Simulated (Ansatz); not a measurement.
# MoPbO4 (Wulfenite): band gap by G0W0 on r2SCAN, part 3 of 3

Aim: the quasiparticle gap of MoPbO4 (Wulfenite), starting from r2SCAN.

Ansatz 0.2.0; r2SCAN, then G0W0 on it, plane waves, PAW. Known limits of the many-body steps: finite bands, screening cutoff and k mesh; no spin-orbit coupling in G0W0.

So far. Step 2 (Bands along the symmetry lines): Over mesh and path the gap is 3.013 eV, from k = (0.000, 0.000, 0.400) to k = (-0.240, 0.240, 0.240). The least direct gap found is 3.131 eV, at k = (-0.240, 0.240, 0.240). On the 6×6×6 mesh alone the same run gives 3.035 eV, so that mesh misses an edge of r2SCAN: 3.035 − 3.013 = +0.022 eV. Step 3 (One-shot GW): Over all 14 irreducible mesh points the G0W0 gap is 4.380 eV, from k = (0.000, 0.250, 0.250) to k = (0.250, -0.250, 0.250).

In doubt: masses and optical values from hybrid runs of this build are listed as unsure (in some of the runs), which bears on the screening that GW takes from such a start.

## 4. Spin-orbit coupling

This run has two-component orbitals with spin-orbit coupling.

This step: DFT, r2SCAN with spin-orbit coupling, plane waves, PAW.

The input, input.yaml:

```yaml
crystal:
  lattice:
    - [-2.7156, 2.7156, 6.05325]
    - [2.7156, -2.7156, 6.05325]
    - [2.7156, 2.7156, -6.05325]
  atoms:
    - { symbol: Mo, position: [0.25, 0.75, 0.5] }
    - { symbol: Mo, position: [0.5, 0.5, 0.0] }
    - { symbol: Pb, position: [0.75, 0.25, 0.5] }
    - { symbol: Pb, position: [0.0, 0.0, 0.0] }
    - { symbol: O, position: [0.0323, 0.9041, 0.5986] }
    - { symbol: O, position: [0.6541, 0.5555, 0.3718] }
    - { symbol: O, position: [0.3055, 0.4337, 0.4014] }
    - { symbol: O, position: [0.1837, 0.2823, 0.6282] }
    - { symbol: O, position: [0.7177, 0.3459, 0.9014] }
    - { symbol: O, position: [0.0959, 0.6945, 0.1282] }
    - { symbol: O, position: [0.4445, 0.8163, 0.0986] }
    - { symbol: O, position: [0.5663, 0.9677, 0.8718] }
kpoints:
  mp_grid: { grid: [6, 6, 6] }
  band_path:
    path:
      - [0.0, 0.0, 0.0]
      - [0.0, 0.0, 0.5]
      - [0.25, 0.25, 0.25]
      - [0.0, 0.5, 0.0]
      - [0.5, 0.5, -0.5]
      - [0.30031464, 0.69968536, -0.30031464]
      - [-0.30031464, 0.30031464, 0.30031464]
      - [-0.10062928, 0.10062928, 0.5]
      - [0.0, 0.0, 0.4]
      - [-0.240251712, 0.240251712, 0.240251712]
    npoints: 1
hamiltonian:
  xc: r2scan
scf:
  occupations: { method: fixed }
  n_extra_bands: 16
magnetization:
  noncollinear: true
  spin_orbit: true
output:
  eigenvalues: true
  write_density: true
  write_potential: true
  elf: true
  volumetric_format: npy
```

On the command line:

```
> ansatz run input.yaml --threads 4 --pin off --max-ram 138240MiB --backend cuda --events-out ev --progress --plain --runs-dir out --devices 1 --max-vram 26GiB
```

Numbers of over 12 decimals in the logs are rounded to 6 here.

Output:

```text
[...]
GPUs: using 1 of 1 available (devices: 1).
[...]
non-collinear run that drives no moment, with spin-orbit: no starting moment large enough to seed its density (crystal.atoms[].spin), no starting occupations that ask for one, no magnetisation constraint and no magnetic field, so the semilocal B_xc is pinned to zero
[...]
GPU FFT provider: cuFFT
GPU libraries: cuBLAS 13.8.2, cuFFT 12.4.0, cuSOLVER 12.3.4
Crystal: 12 atoms, lattice volume = 178.558 Å³
Basis set: ecut = 500 eV, 4499 PW (Γ), exchange–correlation on 216×216×216 points (64 copies of the dense FFT grid, shifted against one another)
Bands: 120, of which v1, the nominal top of the filled ones, is band 104 counted from 1 (103 counted from 0)
Symmetry: 8 space group operations + 8 with time reversal
[...]
k-points: 36 of 216
Projection manifold: j_resolved (fully-relativistic pseudo-atomic orbitals)
[...]
GPU buffer pool allocated for 157464 grid points (all kernels)
[...]
SCF iter   1: F=—  HF=-38253.820173 eV  |F-HF|=—  |Δ(HF+E_count)|=         —  Δρ=1.11e-1  dr2=2.66e1  dr2_τ=6.84e-1  dr2_m=0.00e0 (ungated)  ethr=3.10e-3  |M|=0.00e0 ∫|m|=0.00e0 μB  |m|>n=0.0e0 m-floor=0.0e0 τ_xc=0.0e0  β_m=0.30  ⟨swp⟩=5.1  Hψ=8512  notcnv=0  defer=430
[...]
spin=Noncollinear: Resta preconditioning applied to the charge; magnetization (m_x, m_y, m_z) channels mix plain (no charge-response kernel on spin).
SCF iter   2: F=—  HF=-38249.057896 eV  |F-HF|=—  |Δ(HF+E_count)|=    4.76e0  Δρ=4.44e-2  dr2=2.85e0  dr2_τ=2.01e-1  dr2_m=0.00e0 (ungated)  ethr=3.10e-3  |M|=0.00e0 ∫|m|=0.00e0 μB  |m|>n=0.0e0 m-floor=0.0e0 τ_xc=0.0e0  β_m=0.36  ⟨swp⟩=3.2  Hψ=4374  notcnv=0  defer=392
[...]
SCF iter   9: F=-38249.293025 eV  HF=-38249.293025 eV  |F-HF|=5.02e-10  |Δ(HF+E_count)|=   2.26e-7  Δρ=3.88e-6  dr2=4.09e-8  dr2_τ=4.05e-10  dr2_m=0.00e0 (ungated)  ethr=9.62e-11  |M|=0.00e0 ∫|m|=0.00e0 μB  |m|>n=0.0e0 m-floor=0.0e0 τ_xc=0.0e0  ⟨swp⟩=11.8  Hψ=8550  notcnv=0
SCF 1 converged in 9 iterations: F = -38249.293025 eV  dr2 = 4.09e-8
[...]
SCF converged after 9 iterations
Magnetization: |M| = 0.0000 μB,  M = (+0.0000, +0.0000, +0.0000) μB
Absolute magnetization: 0.0000 μB (∫|m|)
  site 0: m = (+0.0000, +0.0000, +0.0000) μB, |m| = 0.0000 μB  (R = 0.73 Å)
  site 1: m = (+0.0000, +0.0000, +0.0000) μB, |m| = 0.0000 μB  (R = 0.73 Å)
  site 2: m = (+0.0000, +0.0000, +0.0000) μB, |m| = 0.0000 μB  (R = 1.08 Å)
  site 3: m = (+0.0000, +0.0000, +0.0000) μB, |m| = 0.0000 μB  (R = 1.08 Å)
  site 4: m = (+0.0000, +0.0000, +0.0000) μB, |m| = 0.0000 μB  (R = 0.73 Å)
  site 5: m = (+0.0000, +0.0000, +0.0000) μB, |m| = 0.0000 μB  (R = 0.73 Å)
  site 6: m = (+0.0000, +0.0000, +0.0000) μB, |m| = 0.0000 μB  (R = 0.73 Å)
  site 7: m = (+0.0000, +0.0000, +0.0000) μB, |m| = 0.0000 μB  (R = 0.73 Å)
  site 8: m = (+0.0000, +0.0000, +0.0000) μB, |m| = 0.0000 μB  (R = 0.73 Å)
  site 9: m = (+0.0000, +0.0000, +0.0000) μB, |m| = 0.0000 μB  (R = 0.73 Å)
  site 10: m = (+0.0000, +0.0000, +0.0000) μB, |m| = 0.0000 μB  (R = 0.73 Å)
  site 11: m = (+0.0000, +0.0000, +0.0000) μB, |m| = 0.0000 μB  (R = 0.73 Å)
Free energy (F): -38249.293025 eV
[...]
Internal energy: -38249.293025 eV  (E = F + TS)
E sigma→0 (E₀):  -38249.293025 eV
Fermi energy:    7.136977 eV
[...]
--- Band table (eV; the first three rows and the last of 36) ---
  k-point 0: bands = [... 100 lower, 6.2382, 6.2382, 6.3723, 6.3723, 10.3396, 10.3396, 10.7828, 10.7828, ... 12 higher]
  k-point 1: bands = [... 100 lower, 6.2011, 6.2011, 6.6068, 6.6068, 10.3720, 10.3720, 10.7092, 10.7092, ... 12 higher]
  k-point 2: bands = [... 100 lower, 6.3869, 6.3869, 7.1370, 7.1370, 10.3415, 10.3415, 10.6542, 10.6542, ... 12 higher]
  k-point 35: bands = [... 100 lower, 6.1358, 6.1358, 6.1358, 6.1358, 10.9786, 10.9786, 10.9786, 10.9786, ... 12 higher]
```

The job ended after 19 s (1 × NVIDIA H100 80GB HBM3 (shared by 3 runs) with 4 threads of AMD EPYC 7R13 (Zen 3), shared host; peak memory 2.3 GiB).

This step gave:

* gap: 2.877 eV
* valence top at: k = (0.000, 0.000, 0.400)
* conduction bottom at: k = (-0.240, 0.240, 0.240)
* least direct gap: 2.997 eV

Over mesh and listed points the gap is 2.877 eV, from k = (0.000, 0.000, 0.400) to k = (-0.240, 0.240, 0.240). The least direct gap found is 2.997 eV, at k = (-0.240, 0.240, 0.240). On the 6×6×6 mesh alone the same run gives 2.903 eV, so that mesh misses an edge of r2SCAN+SOC: 2.903 − 2.877 = +0.026 eV. r2SCAN+SOC against r2SCAN: 2.877 − 3.013 = −0.136 eV, with the same mesh, set of files (read in its fully relativistic form for the spin-orbit run) and cutoff, and both edges at the same k points. The spin-orbit run sees mesh and listed points alone, so its gap is an upper bound: the coupling can move an edge off these points, and the change over the zone, its sign included where it is small, is not known.

## 5. Side by side

Each gap is the least one over the points named; times are wall times on shared hosts, not benchmarks. A G0W0 time includes the run's own self-consistent start. Runs with listed points see these and the mesh alone, so an edge that moves elsewhere is missed. Rows marked * are further runs, not shown as steps, whose inputs differ from the G0W0 step on the same start in the columns given; solver thresholds can differ too.

```
       level   mesh       files, cutoff  bands summed, screening                          points  gap (eV)            valence top       conduction bottom  least direct gap (eV)     time
      r2SCAN  6×6×6  soft_2 PAW, 500 eV                        -                   mesh and path     3.013  (0.000, 0.000, 0.400)  (-0.240, 0.240, 0.240)                  3.131    5.4 s
  r2SCAN+SOC  6×6×6  soft_2 PAW, 500 eV                        -          mesh and listed points     2.877  (0.000, 0.000, 0.400)  (-0.240, 0.240, 0.240)                  2.997     19 s
G0W0@r2SCAN*  4×4×4   hard PAW, 1050 eV              465, 100 eV  all 14 irreducible mesh points     4.242  (0.000, 0.250, 0.250)  (0.250, -0.250, 0.250)                  4.333    2 min
G0W0@r2SCAN*  4×4×4   hard PAW, 1050 eV              958, 170 eV  all 14 irreducible mesh points     4.304  (0.000, 0.250, 0.250)  (0.250, -0.250, 0.250)                  4.390    4 min
G0W0@r2SCAN*  4×4×4   hard PAW, 1050 eV             1662, 250 eV  all 14 irreducible mesh points     4.357  (0.000, 0.250, 0.250)  (0.250, -0.250, 0.250)                  4.442  6.6 min
 G0W0@r2SCAN  4×4×4   hard PAW, 1050 eV             2714, 350 eV  all 14 irreducible mesh points     4.380  (0.000, 0.250, 0.250)  (0.250, -0.250, 0.250)                  4.463   14 min
```

## 6. Results

```yaml
r2scan_gap_over_mesh_and_path: 3.013 eV, from k = (0.000, 0.000, 0.400) to k = (-0.240, 0.240, 0.240)
g0w0_r2scan_gap_over_all_14_irreducible_mesh_points: 4.380 eV, from k = (0.000, 0.250, 0.250) to k = (0.250, -0.250, 0.250)
r2scan_soc_gap_over_mesh_and_listed_points: 2.877 eV
estimated_limit_in_bands_and_cutoff_on_this_mesh: 4.416 eV
gw_settings: 4×4×4 mesh, 2654 empty bands, screening to 350 eV, hard PAW files
known_limits: finite bands, screening cutoff and k mesh; no spin-orbit coupling in G0W0
```

What this shows: Over all 14 irreducible mesh points the G0W0 gap is 4.380 eV, from k = (0.000, 0.250, 0.250) to k = (0.250, -0.250, 0.250). The r2SCAN gap of this run on the mesh is 3.057 eV. The two states that bound the G0W0 gap lie that far apart at the start, so the correction of the gap is 4.380 − 3.057 = +1.323 eV. The valence state moves by 7.172 − 7.865 = −0.693 eV and the conduction state by 11.552 − 10.923 = +0.629 eV, on the run's own scale; with 465 bands the edge states move by −0.093 and +1.091 eV, so the split between the edges depends on the bands and cutoff. Over mesh and path, r2SCAN puts the valence top at k = (0.000, 0.000, 0.400) and conduction bottom at k = (-0.240, 0.240, 0.240), where no G0W0 correction was computed. The G0W0 gap over the whole zone is therefore not known from this run; at its settings it can only be equal to or under the 4.380 eV found, and no correction is carried over from another point. For the start itself the gap is 3.013 eV over mesh and path and 3.057 eV on the mesh of the G0W0 run, in runs that differ in mesh (6×6×6 and 4×4×4), files (soft_2 PAW and hard PAW) and plane-wave cutoff (500 eV and 1050 eV). From 465 bands and 100 eV to 2714 bands and 350 eV the gap moves by 4.380 − 4.242 = +0.138 eV (rung by rung 4.242, 4.304, 4.357, 4.380 eV); bands and screening cutoff rise together, so their parts are not told apart. A line in one over the bands through the two highest rungs gives 4.380 + (4.380 − 4.357) × 1662 / (2714 − 1662) = 4.416 eV, and through the pair below 4.357 + (4.357 − 4.304) × 958 / (1662 − 958) = 4.429 eV. The two agree within 0.03 eV and the same two states bound the gap in each rung, so 4.416 eV is taken as an estimate of the limit on this mesh. G0W0 on other starts in this series, not shown as steps and not all at these settings: 4.575 eV on HSE06 (4×4×4, hard PAW, 958 bands, 170 eV). r2SCAN+SOC against r2SCAN: 2.877 − 3.013 = −0.136 eV, with the same mesh, set of files (read in its fully relativistic form for the spin-orbit run) and cutoff, and both edges at the same k points. The spin-orbit run sees mesh and listed points alone, so its gap is an upper bound: the coupling can move an edge off these points, and the change over the zone, its sign included where it is small, is not known. What spin-orbit coupling does to the G0W0 levels was not computed, so no sum with the G0W0 gap is formed. The G0W0 runs are scalar-relativistic. No pair of G0W0 runs that differ in the mesh alone is shown (4×4×4 is a supercell whose nearest images lie 22 Å apart), so the error from the mesh is not known here. G0W0 is shown with one set of atomic data (hard PAW), so the error from the files is not known here. Failed or unusable runs on r2SCAN in this series, left out of the table: G0W0@r2SCAN (6×6×6 mesh, hard PAW files, 1050 eV, 405 empty bands) reached its time limit after 11 min.

[Paths, hosts, dates, memory and timing lines, banners, echoed tables and standing remarks are left out of the program output.]

[Logs are printed without paths, hosts, clocks, repeated set-up lines and the standing remarks that a program may print on its own settings, such as how far it seeks lower states.]

[Runs of the session that timed out or met a known fault of the program may be left out.]

[Cells called generated may have been cut or substituted from an entry of the Crystallography Open Database or the Materials Project.]

[Hosts, paths, dates, database ids (printed as entryN), source tags and the programs' standing remarks are cut or masked in the printed files.]

[Where an RPA ε∞ is given, it is that of the G0W0 mesh and is not shown converged in it. Names of k-points follow the symmetry that the program found, which can be lower than the space group named. Band edges on a path are those of the sampled points; other points can move an edge, and change direct to indirect where valleys lie close.]

[Hybrid gaps are those of their k-mesh and are not shown converged in it.]
